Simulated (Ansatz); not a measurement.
# (AlP)3(CuBr)1 [001] superlattice, started as zinc blende: the cell at rest, part 2 of 2

Task: relax (AlP)3(CuBr)1 [001] superlattice, started as zinc blende tightly.

Ansatz 0.2.0; DFT PBEsol, scalar-relativistic, plane waves, PAW.

So far. Step 2 (A coarse first look): The coarse mesh shows a gap of 0.04 eV and a pressure of -1.0 GPa. The relaxed cell has a, b, c = 3.887, 4.001, 11.101 Å (conventional setting).

The structure was built from a prototype and need not be the compound's stable phase.

### Step 5. Relaxing to small forces for the phonons

Phonons need a cell at rest on their own settings, so the relaxation is repeated with tight tolerances on forces and stress on the k mesh and occupations of the first response run.

input.yaml

```yaml
crystal:
  lattice:
    - [2.7486090119, 2.7486090119, 0.0]
    - [-2.8289667414, 2.8289667414, 0.0]
    - [0.0, 0.0, 11.1005182181]
  atoms:
    - { symbol: Al, position: [0.0, 0.0, 0.0228558371] }
    - { symbol: Al, position: [0.5, 0.5, 0.262606614] }
    - { symbol: Al, position: [0.0, 0.0, 0.5036747455] }
    - { symbol: Br, position: [0.0, 0.5, 0.8881366403] }
    - { symbol: Cu, position: [0.5, 0.5, 0.6866620508] }
    - { symbol: P, position: [0.5, 0.0, 0.1369758093] }
    - { symbol: P, position: [0.0, 0.5, 0.378304354] }
    - { symbol: P, position: [0.5, 0.0, 0.6207839489] }
kpoints:
  mp_grid: { grid: [12, 12, 4] }
hamiltonian:
  xc: pbesol
scf:
  occupations: { method: methfessel_paxton, width: 0.2 }
output:
  forces: true
  stress: true
  eigenvalues: true
  write_density: true
  write_potential: true
  elf: true
  volumetric_format: npy
relax:
  adjacent_minimum: "off"
  f_tol: 0.001
  max_steps: 60
  cell: { stress_tol: 0.01 }
```

Started as:

```bash
$ ansatz run input.yaml --threads 4 --pin off --max-ram 14336MiB --backend cpu --events-out ev --progress --plain --runs-dir out
```

Numbers of over 12 decimals in the logs are rounded to 6 here.

The log of the run:

```text
[...]
Crystal: 8 atoms, lattice volume = 172.629 Å³
Basis set: ecut = 420 eV, 3397 PW (Γ), exchange–correlation on 54×54×150 points (8 copies of the dense FFT grid, shifted against one another)
Bands: 33, of which v1, the nominal top of the filled ones, is band 25 counted from 1 (24 counted from 0)
Symmetry: 4 space group operations
[...]
- [-7.325022758928921e-19, -3.2640913747036676e-19, 11.093640]
  atoms:
    - { symbol: Al, position: [0, 0, 0.022932] }
    - { symbol: Al, position: [0.5, 0.5, 0.262693] }
    - { symbol: Al, position: [0, 0, 0.503849] }
    - { symbol: Br, position: [1.7108369195837807e-19, 0.5, 0.888286] }
    - { symbol: Cu, position: [0.5, 0.5, 0.685791] }
    - { symbol: P, position: [0.5, 0, 0.137051] }
    - { symbol: P, position: [0, 0.5, 0.378386] }
    - { symbol: P, position: [0.5, 0, 0.621012] }
[key lines of the parts left out:]
SCF converged after 9 iterations
Free energy (F): -13121.912005 eV
Fermi energy:    6.330892 eV
P = ⅓ Tr σ = -0.0011 GPa (-0.011 kbar)
```

Wall time 1.7 min (4 threads of Intel Xeon Platinum 8488C (Sapphire Rapids), shared host); peak memory 1 GiB.

Relaxation path:

| step | energy less that of the first step (eV) | largest force component (eV/Å) | pressure (GPa) | volume (Å³) |
| --- | --- | --- | --- | --- |
| 1 | 0.0000 | 0.0160 | 0.01 | 172.63 |
| 2 | -0.0001 | 0.0128 | 0.00 | 172.65 |
| 3 | -0.0001 | 0.0035 | 0.00 | 172.68 |
| 4 | -0.0001 | 0.0023 | 0.00 | 172.72 |
| 5 | -0.0001 | 0.0010 | 0.00 | 172.75 |
| 6* | -0.0001 | 0.0010 | 0.00 | 172.75 |

Relaxation steps marked * repeat the geometry before them on a plane-wave basis chosen anew for their cell, so energy and pressure can jump there.

Forces are held to the 4 operations that the run works with; a distortion that breaks them can't arise in this run.

| conventional cell, symmetrised | before | after | change |
| --- | --- | --- | --- |
| a (Å) | 3.887 | 3.888 | +0.0 % |
| b (Å) | 4.001 | 4.006 | +0.1 % |
| c (Å) | 11.101 | 11.094 | -0.1 % |
| volume (Å³/atom) | 21.58 | 21.59 | +0.1 % |

The relaxed structure:

```
Al Br Cu P
1.0
     2.74899    2.74899    0.00000
    -2.83236    2.83236    0.00000
     0.00000    0.00000   11.09364
Al Br Cu P
3 1 1 3
Direct
  0.00000 0.00000 0.02293
  0.50000 0.50000 0.26269
  0.00000 0.00000 0.50385
  0.00000 0.50000 0.88829
  0.50000 0.50000 0.68579
  0.50000 0.00000 0.13705
  0.00000 0.50000 0.37839
  0.50000 0.00000 0.62101
```

Numbers from this step:

* pressure: -0.001055 GPa
* volume per atom: 21.59 Å³

Electrostatic potential energy in the ac plane at fractional y = 0.500, with atoms of Al and Br and Cu and P within 0.2 Å of it. With pseudopotentials it is smooth inside the atoms' cores, unlike the true potential.

Ten even steps from '0' (-59 eV) to '9' (10 eV), each cell a mean:
```
67899999999987
01479999999720
00169999998500
01489999999731
77899999999987
99999877789999
99997422258999
99996311147999
99998543468999
99999988999999
99999999999999
99999999999999
88999999999998
24689999999853
00379999998620
01578877888731
67887677778887
99987788767899
99987677668999
99998877789999
99999999999999
99999999999999
99999999999999
99999999999999
```
Columns run along a (3.9 Å; values clipped at the 3rd and 97th percentile), rows up along c (11.1 Å). Atoms in or near the plane, at fractional coordinates: Al at (0.50, 0.26), Br at (0.00, 0.89), Cu at (0.50, 0.69), P at (0.00, 0.38).

Valence density in the ac plane at fractional y = 0.500, with atoms of Al and Br and Cu and P within 0.2 Å of it. It is the smooth field of the valence electrons, not physical close to the nuclei.

Ten steps, logarithmic in the rise over the least value, from '_' (0 e/Å³) to '@' (46 e/Å³), each cell a mean:
```
::....________________......
::::::..____________..::::::
__..::::..__________..::::..
::::::..____________....::::
......________________......
__________..::::....________
________::==##%%**--..______
________::**%%@@%%==..______
________..--++**++::..______
____________......__________
____________________________
____________________________
....____________________....
........______________......
__........__________......__
....::......______......::..
..........________..........
____________________________
____________________________
____________________________
____________________________
____________________________
____________________________
____________________________
```
Columns run along a (3.9 Å), rows up along c (11.1 Å). Atoms in or near the plane, at fractional coordinates: Al at (0.50, 0.26), Br at (0.00, 0.89), Cu at (0.50, 0.69), P at (0.00, 0.38).

ELF in the ac plane at fractional y = 0.500, with atoms of Al and Br and Cu and P within 0.2 Å of it. It is the smooth field of the valence electrons, not physical close to the nuclei.

Values, 24 rows by 14 columns, each cell a mean:
```
0.78 0.79 0.76 0.66 0.47 0.19 0.05 0.02 0.07 0.29 0.54 0.70 0.77 0.79
0.31 0.50 0.81 0.85 0.74 0.43 0.11 0.04 0.16 0.56 0.79 0.86 0.73 0.43
0.01 0.14 0.72 0.90 0.81 0.50 0.13 0.05 0.20 0.64 0.86 0.88 0.54 0.07
0.43 0.64 0.87 0.86 0.67 0.29 0.09 0.05 0.11 0.42 0.74 0.88 0.83 0.57
0.85 0.83 0.73 0.50 0.24 0.11 0.10 0.10 0.10 0.14 0.31 0.58 0.78 0.84
0.41 0.34 0.21 0.13 0.12 0.15 0.18 0.19 0.17 0.14 0.12 0.14 0.25 0.36
0.06 0.07 0.11 0.14 0.18 0.26 0.43 0.53 0.38 0.23 0.17 0.13 0.09 0.06
0.04 0.08 0.15 0.17 0.21 0.34 0.66 0.82 0.58 0.27 0.19 0.17 0.13 0.07
0.04 0.08 0.15 0.18 0.19 0.23 0.30 0.35 0.28 0.21 0.19 0.18 0.13 0.07
0.04 0.05 0.09 0.14 0.18 0.19 0.19 0.19 0.19 0.18 0.17 0.13 0.08 0.05
0.09 0.08 0.06 0.07 0.09 0.12 0.14 0.15 0.14 0.11 0.08 0.06 0.07 0.08
0.44 0.39 0.25 0.13 0.06 0.04 0.04 0.04 0.04 0.04 0.07 0.16 0.30 0.41
0.80 0.76 0.65 0.46 0.24 0.09 0.03 0.02 0.04 0.13 0.30 0.52 0.70 0.78
0.51 0.59 0.70 0.67 0.53 0.29 0.12 0.08 0.15 0.37 0.58 0.69 0.67 0.56
0.02 0.10 0.58 0.79 0.76 0.58 0.35 0.25 0.40 0.66 0.78 0.77 0.41 0.06
0.18 0.44 0.83 0.91 0.90 0.80 0.50 0.33 0.58 0.85 0.91 0.90 0.74 0.34
0.73 0.81 0.90 0.92 0.90 0.59 0.17 0.08 0.24 0.74 0.92 0.92 0.88 0.79
0.67 0.71 0.78 0.79 0.60 0.13 0.10 0.14 0.06 0.26 0.69 0.79 0.76 0.70
0.32 0.34 0.38 0.38 0.27 0.11 0.06 0.06 0.06 0.15 0.31 0.39 0.37 0.33
0.08 0.09 0.12 0.17 0.23 0.27 0.30 0.30 0.29 0.26 0.21 0.16 0.11 0.08
0.02 0.03 0.05 0.09 0.14 0.21 0.25 0.26 0.24 0.19 0.13 0.08 0.04 0.03
0.03 0.03 0.03 0.04 0.06 0.08 0.10 0.10 0.09 0.07 0.05 0.04 0.03 0.03
0.15 0.13 0.08 0.05 0.03 0.03 0.03 0.03 0.03 0.03 0.04 0.06 0.10 0.14
0.53 0.49 0.39 0.25 0.11 0.04 0.02 0.01 0.02 0.06 0.15 0.29 0.43 0.51
```
Columns run along a (3.9 Å), rows up along c (11.1 Å). Atoms in or near the plane, at fractional coordinates: Al at (0.50, 0.26), Br at (0.00, 0.89), Cu at (0.50, 0.69), P at (0.00, 0.38).

The largest force component left is 0.96 meV/Å and the pressure is -0.001 GPa, within the tolerances set. The cell now holds 21.59 Å³/atom.

### Step 6. Results

| Item | Value |
| --- | --- |
| space group after relaxation (within 0.01 Å) | Pmm2 |
| lattice constant a | 3.888 Å |
| lattice constant b | 4.006 Å |
| lattice constant c | 11.094 Å |
| volume per atom | 21.6 Å³ |

The largest force component left is 0.96 meV/Å and the pressure is -0.001 GPa, within the tolerances set. The cell now holds 21.59 Å³/atom. The relaxation keeps the symmetry of its start, so it says nothing on stability against lower symmetry. The starting cell was built on a prototype and not taken from a measurement, so the phase need not exist.

[Logs are printed without paths, hosts, clocks, repeated set-up lines and the standing remarks that a program may print on its own settings, such as how far it seeks lower states.]

[Hosts, paths, dates, database ids (printed as entryN), source tags and the programs' standing remarks are cut or masked in the printed files.]
